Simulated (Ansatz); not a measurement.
Two G0W0 runs on Diamond (Fd-3m, 2 atoms a cell).

```yaml
crystal:
  lattice:
    - [0.00000, 1.78337, 1.78337]
    - [1.78337, 0.00000, 1.78337]
    - [1.78337, 1.78337, 0.00000]
  atoms:
    - { symbol: C, position: [0.00000, 0.00000, 0.00000] }
    - { symbol: C, position: [0.25000, 0.25000, 0.25000] }
```

The cell and positions come from the Crystallography Open Database and are kept as given unless a step says otherwise.

The first (Ansatz 0.2.0; start PBE, 12×12×12 mesh, 190 empty bands, screening to 380 eV, hard PAW files; 1 × NVIDIA H100 80GB HBM3 (shared by 3 runs) with 4 threads of AMD EPYC 7R13 (Zen 3), shared host) gave, on its mesh: starting gap 4.16 eV, G0W0 gap 5.62 eV, RPA ε∞ (mean) 5.53, 1.8 min.

The second changes empty bands from 190 to 305 and screening cutoff (eV) from 380 to 520. What does it give?

It gave: starting gap 4.16 eV, G0W0 gap 5.64 eV, RPA ε∞ (mean) 5.53, 2.7 min. The G0W0 gap moves by +0.02 eV, +0.00 eV from the start and +0.02 eV from the correction. Σc changes by −0.05 eV at the valence top and −0.03 eV at the conduction bottom, and Σx − Vxc between them by +0.00 eV.

Limits: not at the basis limit.

[Paths, hosts, dates, memory and timing lines, banners, echoed tables and standing remarks are left out of the program output.]

[Logs are printed without paths, hosts, clocks, repeated set-up lines and the standing remarks that a program may print on its own settings, such as how far it seeks lower states.]

[Runs of the session that timed out or met a known fault of the program may be left out.]

[Cells called generated may have been cut or substituted from an entry of the Crystallography Open Database or the Materials Project.]

[Hosts, paths, dates, database ids (printed as entryN), source tags and the programs' standing remarks are cut or masked in the printed files.]
